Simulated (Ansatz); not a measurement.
## KTaTe3 (built on the sites of a database entry of KTaO3): a soft mode frozen in

Aim: this structure of KTaTe3 (built on the sites of a database entry of KTaO3) is to be tested for unstable modes, and one is followed downhill.

Program: Ansatz 0.2.0. Level of theory: DFT PBEsol, scalar-relativistic, plane waves, PAW. Results are calculated unless marked as measured.

The structure was built from a prototype and need not be the compound's stable phase.

**1. Set-up**

The structure is cubic, space group Pm-3m (No. 221). Conventional cell: a = 5.448 Å, b = 5.448 Å, c = 5.448 Å, α = 90.00°, β = 90.00°, γ = 90.00°. Nearest to K lie 12 Te at 3.85 Å. Nearest to Ta lie 6 Te at 2.72 Å. Te has 2 Ta at 2.72 Å and 4 K at 3.85 Å nearest. Farther neighbours and most contacts between anions are not listed.

**2. Phonons on a q mesh**

The cell comes from relaxations at this level that are not shown. Stability and thermal properties need the whole zone. Linear response on a 2×2×2 q mesh gives force constants as far as a supercell of that size would.

Contents of input.yaml:

```yaml
crystal:
  lattice:
    - [5.4478105987, 0.0, 0.0]
    - [0.0, 5.4478105987, 0.0]
    - [0.0, 0.0, 5.4478105987]
  atoms:
    - { symbol: K, position: [0.5, 0.5, 0.5] }
    - { symbol: Ta, position: [0.0, 0.0, 0.0] }
    - { symbol: Te, position: [0.5, 0.0, 0.0] }
    - { symbol: Te, position: [0.0, 0.5, 0.0] }
    - { symbol: Te, position: [0.0, 0.0, 0.5] }
kpoints:
  mp_grid: { grid: [8, 8, 8] }
hamiltonian:
  xc: pbesol
scf:
  occupations: { method: methfessel_paxton, width: 0.2 }
output:
  eigenvalues: true
phonons:
  method: dfpt
  qmesh: [2, 2, 2]
  temperatures: { t_max: 1000, t_step: 50 }
  qpath:
    path:
      - [[0.0, 0.0, 0.0], [0.0, 0.5, 0.0], [0.5, 0.5, 0.0], [0.0, 0.0, 0.0], [0.5, 0.5, 0.5], [0.0, 0.5, 0.0]]
      - [[0.5, 0.5, 0.5], [0.5, 0.5, 0.0]]
    npoints: 10
```

On the command line:

```bash
> ansatz run input.yaml --threads 8 --pin off --max-ram 14336MiB --backend cpu --events-out ev --progress --plain --runs-dir out
```

Numbers of over 12 decimals in the logs are rounded to 6 here.

Output:

```text
Engine: ansatz 0.2.0, aarch64-unknown-linux-gnu
Pseudopotentials: kind: paw
Pseudopotential: K, paw, valence charge 9, recommended cutoff 420 eV (normal), K.paw.azcp
Pseudopotential: Ta, paw, valence charge 13, recommended cutoff 420 eV (normal), Ta.paw.azcp
Pseudopotential: Te, paw, valence charge 16, recommended cutoff 420 eV (normal), Te.paw.azcp
Functional definition: PBEsol
  exchange = pbesol_x
  correlation = pbesol_c
Crystal: 5 atoms, lattice volume = 161.684 Å³
Basis set: ecut = 420 eV, 3119 PW (Γ), exchange–correlation on 80×80×80 points (8 copies of the dense FFT grid, shifted against one another)
Bands: 42, of which v1, the nominal top of the filled ones, is band 35 counted from 1 (34 counted from 0)
Symmetry: 48 space group operations
k-points: 35 of 512
Non-local potential: K, projectors of the file, l = 0: 3, l = 1: 2, l = 2: 2
Non-local potential: Ta, projectors of the file, l = 0: 3, l = 1: 2, l = 2: 2, l = 3: 1
Non-local potential: Te, projectors of the file, l = 0: 2, l = 1: 2, l = 2: 2, l = 3: 2
PAW form: soft (Blöchl's): semilocal exchange-correlation on the pseudo side does not see the compensation charge
PAW frozen core: K, regenerated for the run's functional, and the local potential with it (the file was generated under x = pbe(κ = 0.804, μ = 0.219515), c = pbe(β = 0.066725))
PAW frozen core: Ta, regenerated for the run's functional, and the local potential with it (the file was generated under x = pbe(κ = 0.804, μ = 0.219515), c = pbe(β = 0.066725))
PAW frozen core: Te, regenerated for the run's functional, and the local potential with it (the file was generated under x = pbe(κ = 0.804, μ = 0.219515), c = pbe(β = 0.066725))
PAW one-centre angular grid: K, 110 points (default); XC on 64 Gauss nodes
PAW one-centre angular grid: Ta, 590 points (default); XC on 64 Gauss nodes
PAW one-centre angular grid: Te, 590 points (default); XC on 64 Gauss nodes
Initial density: superposition of atomic densities (neutral atoms: chi_scale 0, normalization atom), corrected by the library's trained network
Initial wavefunctions: pseudopotential atomic-orbital guess
Functional: x = pbesol(κ = 0.804, μ = 0.123457), c = pbesol(β = 0.046)
SCF iter   1: F=—  HF=-32028.555837 eV  |F-HF|=—  |Δ(HF+E_count)|=         —  Δρ=2.36e-3  dr2=7.71e-3  ethr=1.77e-3  ⟨swp⟩=7.2  Hψ=6127  notcnv=0
preconditioner: auto → LDOS  [metal: Δε(μ)=0.020 eV  Ē_g=9.025 eV  σ=0.200 eV  W_gap=0.09  n_scr=32 (ndim 8)  ℏωp=16.0 eV  f_vac=0.043  D(μ)=5.01/eV (n_scr^D=32)  β→1.0]
SCF iter   2: F=—  HF=-32028.554282 eV  |F-HF|=—  |Δ(HF+E_count)|=   1.55e-3  S|Δr|=    0.00e0  Δρ=7.41e-4  dr2=1.29e-3  ethr=1.10e-5  ⟨swp⟩=2.1  Hψ=2989  notcnv=0  defer=1
SCF iter   3: F=—  HF=-32028.554101 eV  |F-HF|=—  |Δ(HF+E_count)|=   1.81e-4  S|Δr|=    0.00e0  Δρ=2.59e-4  dr2=1.42e-4  ethr=1.84e-6  ⟨swp⟩=2.1  Hψ=2583  notcnv=0  defer=1
SCF iter   4: F=—  HF=-32028.554057 eV  |F-HF|=—  |Δ(HF+E_count)|=   4.39e-5  S|Δr|=    0.00e0  Δρ=9.00e-5  dr2=1.01e-5  ethr=2.03e-7  ⟨swp⟩=2.0  Hψ=2528  notcnv=0  defer=1
SCF iter   5: F=—  HF=-32028.554052 eV  |F-HF|=—  |Δ(HF+E_count)|=   4.76e-6  S|Δr|=    0.00e0  Δρ=2.44e-5  dr2=7.64e-7  ethr=1.44e-8  ⟨swp⟩=2.0  Hψ=2653  notcnv=0  defer=1
SCF iter   6: F=—  HF=-32028.554052 eV  |F-HF|=—  |Δ(HF+E_count)|=   2.18e-8  S|Δr|=    0.00e0  Δρ=5.66e-6  dr2=5.07e-8  ethr=1.09e-9  ⟨swp⟩=2.6  Hψ=2495  notcnv=0  defer=1
SCF iter   7: F=—  HF=-32028.554052 eV  |F-HF|=—  |Δ(HF+E_count)|=   1.00e-8  S|Δr|=    0.00e0  Δρ=1.11e-6  dr2=2.76e-9  ethr=7.24e-11  ⟨swp⟩=2.0  Hψ=1995  notcnv=0  defer=1
SCF iter   8: F=—  HF=-32028.554052 eV  |F-HF|=—  |Δ(HF+E_count)|=  5.46e-10  S|Δr|=    0.00e0  Δρ=1.83e-7  dr2=4.08e-11  ethr=3.95e-12  ⟨swp⟩=2.0  Hψ=1987  notcnv=0  defer=1
SCF iter   9: F=-32028.554052 eV  HF=-32028.554052 eV  |F-HF|=7.28e-12  |Δ(HF+E_count)|=  7.28e-12  S|Δr|=    0.00e0  Δρ=2.39e-8  dr2=6.49e-13  ethr=1.00e-12  ⟨swp⟩=10.9  Hψ=8012  notcnv=0
SCF 1 converged in 9 iterations: F = -32028.554052 eV  dr2 = 6.49e-13
  greatest PAW one-centre occupation: 1.000 electrons in one spin orbital (limit 2), on the Ta atom at site 1 (counted from 0), in its partial waves of l = 0
Initial density: read from a saved state, or passed on in memory by an earlier SCF of this step, an earlier step, the calling program or the single point that the run made first
iter 1 solved again at ethr=3.08e-7 eV; its pass at ethr=3.10e-3 eV (dr2=2.16e-4 eV) is discarded
SCF iter   1: F=—  HF=-32028.554052 eV  |F-HF|=—  |Δ(HF+E_count)|=         —  Δρ=8.82e-7  dr2=7.50e-10  ethr=3.08e-7  ⟨swp⟩=3.5  Hψ=9664  notcnv=0
eigensolver tolerance schedule: the retry pair's looser diagonalisation over-reported the residual by 287499.92 of it (diagonalisation noise at an unbounded share of the residual, at the tolerance the schedule requests for it); recorded, not acted on — ethr = c·dr2/N_el stays at c = 1.0e-1
preconditioner: auto → LDOS  [metal: Δε(μ)=0.010 eV  Ē_g=9.027 eV  σ=0.200 eV  W_gap=0.04  n_scr=32 (ndim 8)  ℏωp=16.0 eV  f_vac=0.037  D(μ)=5.06/eV (n_scr^D=32)  β→1.0]
SCF iter   2: F=—  HF=-32028.554052 eV  |F-HF|=—  |Δ(HF+E_count)|=   9.80e-8  S|Δr|=    0.00e0  Δρ=1.03e-6  dr2=1.05e-9  ethr=1.07e-12  ⟨swp⟩=4.8  Hψ=4678  notcnv=0
SCF iter   3: F=—  HF=-32028.554052 eV  |F-HF|=—  |Δ(HF+E_count)|=  5.31e-10  S|Δr|=    0.00e0  Δρ=4.59e-7  dr2=1.86e-10  ethr=1.07e-12  ⟨swp⟩=2.1  Hψ=2647  notcnv=0
SCF iter   4: F=—  HF=-32028.554052 eV  |F-HF|=—  |Δ(HF+E_count)|=  5.46e-11  S|Δr|=    0.00e0  Δρ=3.14e-7  dr2=9.05e-11  ethr=1.00e-12  ⟨swp⟩=1.0  Hψ=1470  notcnv=0
SCF iter   5: F=—  HF=-32028.554052 eV  |F-HF|=—  |Δ(HF+E_count)|=  1.09e-11  S|Δr|=    0.00e0  Δρ=1.97e-7  dr2=3.70e-11  ethr=1.00e-12  ⟨swp⟩=1.0  Hψ=1470  notcnv=0
SCF iter   6: F=—  HF=-32028.554052 eV  |F-HF|=—  |Δ(HF+E_count)|=    0.00e0  S|Δr|=    0.00e0  Δρ=1.38e-7  dr2=1.82e-11  ethr=1.00e-12  ⟨swp⟩=1.0  Hψ=1470  notcnv=0
SCF iter   7: F=-32028.554052 eV  HF=-32028.554052 eV  |F-HF|=0.00e0  |Δ(HF+E_count)|=  1.46e-11  S|Δr|=    0.00e0  Δρ=4.87e-8  dr2=2.21e-12  ethr=1.00e-12  ⟨swp⟩=4.8  Hψ=3791  notcnv=0
SCF 2 converged in 7 iterations: F = -32028.554052 eV  dr2 = 2.21e-12
phonons: the bands overlap, so this run is a metal and interpolates without the dipole-dipole term. If the crystal is really an insulator or semiconductor, its LO-TO splitting is missing
NSCF: frozen V_eff on 35 k-points
NSCF: frozen V_eff on 125 k-points
DFPT response loops at q = (0, 0, 0) (fractional): preconditioner auto → Kerker (q_TF=auto, 2.373 Å⁻¹) (partly filled bands, converged f_vac=0.037); β = 1.00, the filter's whole step (`scf.mixing.beta` (0.50) is not read by the response loops under this deck's `scf.mixing.preconditioner`; to damp them name `kerker` or `kerker_dos`, under which they read `scf.mixing.beta`, and type it under 1.00, their step now; both keys bind the ground state too); Broyden in place of MSR1
NSCF: frozen V_eff on 250 k-points
DFPT response loops at q = (0, 0, -0.5) (fractional): mixed as the last ones told, above
NSCF: frozen V_eff on 250 k-points
DFPT response loops at q = (0, -0.5, -0.5) (fractional): mixed as the last ones told, above
NSCF: frozen V_eff on 250 k-points
DFPT response loops at q = (-0.5, -0.5, -0.5) (fractional): mixed as the last ones told, above
SCF converged after 9 iterations
Stability not checked: this state was not tested for a lower state beside it, because cold or Methfessel-Paxton smearing, or corrected tetrahedra, fill the levels in a way that the test cannot read (fill_not_monotonic; see scf.lower_state_search)
Free energy (F): -32028.554052 eV
Harris-Foulkes:  -32028.554052 eV  (|F-HF|=7.28e-12)
Internal energy: -32028.527254 eV  (E = F + TS)
E sigma→0 (E₀):  -32028.547353 eV
Entropy (-TS):   -0.026799 eV (-5.360 meV/atom)
Fermi energy:    8.396933 eV
--- Per-component energies (eV) ---
  E_band       = -1124.489638
  E_kinetic    = 1163.306913
  E_local      = -6011.612865  (includes V_loc(G=0)·N_el)
  E_nonlocal   = -892.120347
  E_hartree    = 3291.512494
  E_xc         = -720.250741
  E_vxc        = -679.651676  (∫ρ·V_xc dr)
  E_paw        = -22789.649255  (= ΣΔE_a)
  E_vpaw       = -1287.436234  (= ΣTr[D̂ρ^β])
  E_aug_tail   = -0.000416  (compensation charges beyond the density's cutoff)
  E_ewald      = -6071.159012
  E_core_change = 1.445977  (= ΣΔE_core)
  E_smearing   = -0.026799  (= −TS)
  E_closure    = 0.000000  (closes the sum)
  Σ components = -32028.554052   (vs F -32028.554052, Δ=0.00e0)
--- Band table (eV; the first three rows and the last of 35) ---
  k-point 0: bands = [... 31 lower, 7.2235, 7.4611, 7.4611, 7.4611, 8.0994, 8.0994, 8.0994, 9.4094, ... 3 higher]
  k-point 1: bands = [... 31 lower, 7.1140, 7.4479, 7.4676, 7.7075, 7.7075, 8.4275, 8.4275, 9.4274, ... 3 higher]
  k-point 2: bands = [... 31 lower, 6.6035, 6.8813, 7.4834, 7.7508, 7.7508, 9.0857, 9.0857, 9.4577, ... 3 higher]
  k-point 34: bands = [... 31 lower, 4.2909, 8.7980, 8.7980, 8.7980, 9.7393, 9.7393, 9.7393, 10.5618, ... 3 higher]
--- Phonons (Γ-DFPT): 4 representative perturbations + reference (Σ response iterations 14) ---
  ASR residual: 3.489e-5 → 0.000e0 eV/Å²; symmetrization residual: 1.969e-5 eV/Å²
  ASR residual per site (eV/Å²): 1.20e-5 3.49e-5 3.61e-6 3.61e-6 3.61e-6
  Γ frequencies (cm⁻¹): 0.00 0.00 0.00 13.68 13.68 13.68 32.55 32.55 32.55 63.00 63.00 63.00 181.66 181.66 181.66
--- Phonons (arbitrary-q DFPT): 4 irreducible q on the 2×2×2 mesh ---
  q = [0.0000, 0.0000, 0.0000] (star 1, of the zone-centre solve; hermiticity 3.46e-6, symmetrization 1.40e-11): -0.00 -0.00 0.00 13.68 13.68 13.68 32.55 32.55 32.55 63.00 63.00 63.00 181.66 181.66 181.66
  q = [0.0000, 0.0000, -0.5000] (star 3, 9 solved perturbations in 975 linear systems a pass and spin channel, the states on 125 of 512 k-point pairs; hermiticity 2.73e-6, symmetrization 1.80e-11): -15.60 -15.60 31.34 31.34 41.18 48.98 48.98 53.14 57.51 68.92 68.92 103.53 179.09 179.09 180.77
  q = [0.0000, -0.5000, -0.5000] (star 3, 9 solved perturbations in 975 linear systems a pass and spin channel, the states on 125 of 512 k-point pairs; hermiticity 3.40e-6, symmetrization 2.81e-12): -31.31 -23.71 39.80 39.80 56.25 60.09 60.09 61.96 61.96 89.46 90.82 105.48 105.48 176.77 194.71
  q = [-0.5000, -0.5000, -0.5000] (star 1, 4 solved perturbations in 350 linear systems a pass and spin channel, the states on 125 of 512 k-point pairs; hermiticity 3.28e-6, symmetrization 4.89e-11): -32.52 -32.52 -32.52 -29.42 -29.42 52.52 52.52 52.52 92.33 92.33 92.33 103.61 103.61 103.61 208.06
  sum rule: each row above includes the acoustic sum rule's correction from the zone centre's row sums; it moved no ω² by more than (0.29 cm⁻¹)²
  mesh force constants: q→R imaginary residual 1.67e-18; ASR residual 3.489e-5 → 0.000e0 eV/Å²; symmetrization residual 5.329e-15 eV/Å²
  interpolated dispersion: 62 rows × 15 modes
  density of states and harmonic sums: on the 12×12×12 q-mesh, interpolated from the force constants of a 2×2×2 supercell (no non-analytic term)
  largest difference from the sums on the solved wave vectors: F 4.12e-1 eV, S 5.25e-4 and C_V 1.14e-4 eV/K
  zero-point energy: 0.067595 eV/cell   skipped modes (ω ≤ 0): 114, of them read as no rigid motion or as one in doubt: 111 (1.183e0 modes/cell left out, lowest -32.52 cm⁻¹)   left out of the sums: 7.90e-2 of the cell's modes: C_V's classical limit lies that fraction below 3 k_B per atom; for a crystal, a wire or a layer, F and S can be off by more, and a phonons.interpolated_qmesh denser along its periods is the remedy for the sampling
```

The job ended after 5.6 min (8 threads of Arm Neoverse V1, shared host; peak memory 2.5 GiB; 43 min of CPU time).

This step gave:

| Property | Result |
| --- | --- |
| volume per atom | 32.34 Å³ |
| gap on the k-mesh | 0 eV |
| sum-rule residual before enforcement | 3.49e-5 eV/Å² |
| lowest frequency on the path | -32.52 cm⁻¹ |
| point group | m-3m |
| highest frequency on the path or at a solved wavevector | 208.8 cm⁻¹ |
| highest optical mode at the zone centre (no LO-TO term) | 181.7 cm⁻¹ |
| lowest optical zone-centre mode | 13.68 cm⁻¹ |
| lowest mode on the q mesh (acoustic modes at Γ apart) | -32.52 cm⁻¹ |

Frequencies (cm⁻¹) solved at each irreducible wavevector; negative means imaginary. Frequencies by wavevector, by row:

```tsv
q in reciprocal lattice units	star	mode 1	mode 2	mode 3	mode 4	mode 13	mode 14	mode 15
0 0 0	1	0	0	0	13.7	181.7	181.7	181.7
0 0 -0.5	3	-15.6	-15.6	31.3	31.3	179.1	179.1	180.8
0 -0.5 -0.5	3	-31.3	-23.7	39.8	39.8	105.5	176.8	194.7
-0.5 -0.5 -0.5	1	-32.5	-32.5	-32.5	-29.4	103.6	103.6	208.1
```

Interpolated from a 2×2×2 q mesh. The phonon branches at the labelled points (cm⁻¹):

```tsv
point	branch 1	branch 2	branch 3	branch 4	branch 12	branch 13	branch 14	branch 15
Γ	0	0	0	14	63	182	182	182
halfway	-9	-9	25	25	73	180	180	181
X	-16	-16	31	31	104	179	179	181
halfway	-20	3	32	42	104	140	178	195
M	-31	-24	40	40	106	106	177	195
halfway	-15	7	31	40	78	158	179	193
Γ	0	0	0	14	63	182	182	182
halfway	7	7	17	48	82	152	152	204
R	-32	-32	-32	-29	104	104	104	208
halfway	-10	12	12	40	105	123	145	207
X	-16	-16	31	31	104	179	179	181
jump to R	-32	-32	-32	-29	104	104	104	208
halfway	-32	6	6	33	105	105	128	208
M	-31	-24	40	40	106	106	177	195
```

Symmetry leaves 4 wavevectors to solve. The lowest mode among them, the acoustic zeros apart, lies at q = (-0.5, -0.5, -0.5) and is imaginary, 32.5i cm⁻¹, so the energy falls along it.

**3. The mode frozen in, largest atomic shift 0 Å**

The mode followed lies at q = (-0.5, -0.5, -0.5) with frequency 32.5i cm⁻¹ and is 3-fold degenerate, the softest among the wavevectors solved. At small amplitude the distorted cell has space group no. 167 by a symmetry search on the positions. The undistorted cell that holds it gives the zero of energy on the same k mesh.

System of this step: KTaTe3 (built on the sites of a database entry of KTaO3). The structure is cubic, space group Pm-3m (No. 221). Conventional cell: a = 5.448 Å, b = 5.448 Å, c = 5.448 Å, α = 90.00°, β = 90.00°, γ = 90.00°. K has 12 Te at 3.85 Å nearest. Nearest to Ta lie 6 Te at 2.72 Å. Nearest to Te lie 2 Ta at 2.72 Å and 4 K at 3.85 Å. Farther neighbours and most contacts between anions are not listed.

Contents of input.yaml:

```yaml
crystal:
  lattice:
    - [5.4478105987, 5.4478105987, 0.0]
    - [5.4478105987, 0.0, 5.4478105987]
    - [5.4478105987, 0.0, -5.4478105987]
  atoms:
    - { symbol: K, position: [0.5, 0.25, 0.75] }
    - { symbol: K, position: [0.5, 0.75, 0.25] }
    - { symbol: Ta, position: [0.0, 0.0, 0.0] }
    - { symbol: Ta, position: [0.0, 0.5, 0.5] }
    - { symbol: Te, position: [0.0, 0.25, 0.25] }
    - { symbol: Te, position: [0.0, 0.75, 0.75] }
    - { symbol: Te, position: [0.5, 0.75, 0.75] }
    - { symbol: Te, position: [0.5, 0.25, 0.25] }
    - { symbol: Te, position: [0.0, 0.25, 0.75] }
    - { symbol: Te, position: [0.0, 0.75, 0.25] }
kpoints:
  mp_grid: { grid: [8, 8, 8] }
hamiltonian:
  xc: pbesol
scf:
  occupations: { method: methfessel_paxton, width: 0.2 }
output:
  forces: true
  stress: true
  eigenvalues: true
```

Output:

```text
[...]
Crystal: 10 atoms, lattice volume = 323.367 Å³
Basis set: ecut = 420 eV, 6303 PW (Γ), exchange–correlation on 108×108×108 points (8 copies of the dense FFT grid, shifted against one another)
Bands: 84, of which v1, the nominal top of the filled ones, is band 70 counted from 1 (69 counted from 0)
Symmetry: 96 space group operations
[...]
k-points: 29 of 512
[...]
k-point 0: bands = [... 66 lower, 7.4351, 8.1006, 8.1006, 8.1006, 8.8044, 8.8044, 8.8044, 9.3806, ... 10 higher]
  k-point 1: bands = [... 66 lower, 7.7239, 8.0547, 8.0547, 8.1266, 8.6428, 8.6428, 8.7196, 9.6218, ... 10 higher]
  k-point 2: bands = [... 66 lower, 7.5715, 8.2656, 8.2656, 8.2871, 8.3833, 8.3833, 8.4955, 9.4025, ... 10 higher]
  k-point 28: bands = [... 66 lower, 6.8041, 6.8041, 7.7671, 7.7671, 9.0463, 9.0463, 9.5868, 9.5868, ... 10 higher]
[key lines of the parts left out:]
SCF converged after 6 iterations
Free energy (F): -64057.144941 eV
Fermi energy:    8.398699 eV
P = ⅓ Tr σ = -0.0063 GPa (-0.063 kbar)
```

The job ended after 5.7 s (8 threads; peak memory 1.7 GiB; 43 s of CPU time).

Numbers from this step:

- pressure: -0.006314 GPa
- energy from the undistorted cell: 0 meV/atom

The run ends at a pressure of -0.01 GPa.

**4. The mode frozen in, largest atomic shift 0.45 Å**

The atoms are moved along the unstable eigenvector, the largest shift by 0.45 Å, with the cell fixed.

Contents of input.yaml:

```yaml
crystal:
  lattice:
    - [5.4478105987, 5.4478105987, 0.0]
    - [5.4478105987, 0.0, 5.4478105987]
    - [5.4478105987, 0.0, -5.4478105987]
  atoms:
    - { symbol: K, position: [0.5, 0.25, 0.75] }
    - { symbol: K, position: [0.5, 0.75, 0.25] }
    - { symbol: Ta, position: [0.0, 0.0, 0.0] }
    - { symbol: Ta, position: [0.0, 0.5, 0.5] }
    - { symbol: Te, position: [0.0584084277, 0.25, 0.1915915723] }
    - { symbol: Te, position: [-0.0584084277, 0.75, 0.8084084277] }
    - { symbol: Te, position: [0.5, 0.6915915723, 0.75] }
    - { symbol: Te, position: [0.5, 0.3084084277, 0.25] }
    - { symbol: Te, position: [0.0584084277, 0.1915915723, 0.6915915723] }
    - { symbol: Te, position: [-0.0584084277, 0.8084084277, 0.3084084277] }
kpoints:
  mp_grid: { grid: [8, 8, 8] }
hamiltonian:
  xc: pbesol
scf:
  occupations: { method: methfessel_paxton, width: 0.2 }
output:
  forces: true
  stress: true
  eigenvalues: true
```

Output:

```text
[...]
Crystal: 10 atoms, lattice volume = 323.367 Å³
Basis set: ecut = 420 eV, 6303 PW (Γ), exchange–correlation on 108×108×108 points (8 copies of the dense FFT grid, shifted against one another)
Bands: 84, of which v1, the nominal top of the filled ones, is band 70 counted from 1 (69 counted from 0)
Symmetry: 12 space group operations
[...]
k-points: 65 of 512
[...]
k-point 0: bands = [... 66 lower, 7.3855, 7.7699, 7.9643, 7.9643, 8.1265, 8.1342, 8.1342, 9.1550, ... 10 higher]
  k-point 1: bands = [... 66 lower, 7.5739, 7.7809, 7.8419, 7.9753, 8.1165, 8.1848, 8.2250, 9.2350, ... 10 higher]
  k-point 2: bands = [... 66 lower, 7.4877, 7.7448, 8.0337, 8.0645, 8.1728, 8.2260, 8.3956, 9.2527, ... 10 higher]
  k-point 64: bands = [... 66 lower, 7.3937, 7.3937, 7.3937, 7.3937, 8.7548, 8.7548, 9.0182, 9.0182, ... 10 higher]
[key lines of the parts left out:]
SCF converged after 7 iterations
Free energy (F): -64057.395686 eV
Fermi energy:    8.046461 eV
P = ⅓ Tr σ = -1.1705 GPa (-11.705 kbar)
```

Elapsed: 13 s, on 8 threads; peak memory 2.1 GiB; 100 s of CPU time.

Numbers from this step:

```yaml
pressure: -1.171 GPa
energy_from_the_undistorted_cell: -25.15 meV/atom
```

The energy, extrapolated to zero smearing, is -25.15 meV/atom against the undistorted cell.

The run ends at a pressure of -1.17 GPa, with forces up to 0.071 eV/Å.

**5. Energy along the mode, all amplitudes (two of the runs are shown above)**

An imaginary frequency means negative curvature, so the energy should fall and then rise again as anharmonic terms take over.

Numbers from this step:

| Item | Value |
| --- | --- |
| depth at the lowest point sampled | 25.15 meV/atom |
| largest atomic shift at that point | 0.45 Å |

Table of energy from the parent by largest atomic shift:

```tsv
largest atomic shift (Å)	energy from the parent (meV/atom)
0.000	0
0.040	-0.25
0.080	-0.998
0.140	-3.06
0.220	-7.61
0.320	-15.7
0.450	-25.1
0.600	-20.9
```

Displacement at unit largest shift by atom:

```tsv
atom	x (Å)	y (Å)	z (Å)	size
K1	0.000	0.000	0.000	0.000
K2	0.000	0.000	0.000	0.000
Ta3	0.000	0.000	0.000	0.000
Ta4	0.000	0.000	0.000	0.000
Te5	0.000	0.707	0.707	1.000
Te6	0.000	-0.707	-0.707	1.000
Te7	-0.707	0.000	-0.707	1.000
Te8	0.707	0.000	0.707	1.000
Te9	-0.707	0.707	0.000	1.000
Te10	0.707	-0.707	0.000	1.000
```

The lowest of the steps tried is at 0.45 Å, 25.1 meV/atom below the parent; the bottom of the well need not coincide with a step.

(Continued in part 2 of 2.)

[Logs are printed without paths, hosts, clocks, repeated set-up lines and the standing remarks that a program may print on its own settings, such as how far it seeks lower states.]

[Hosts, paths, dates, database ids (printed as entryN), source tags and the programs' standing remarks are cut or masked in the printed files.]
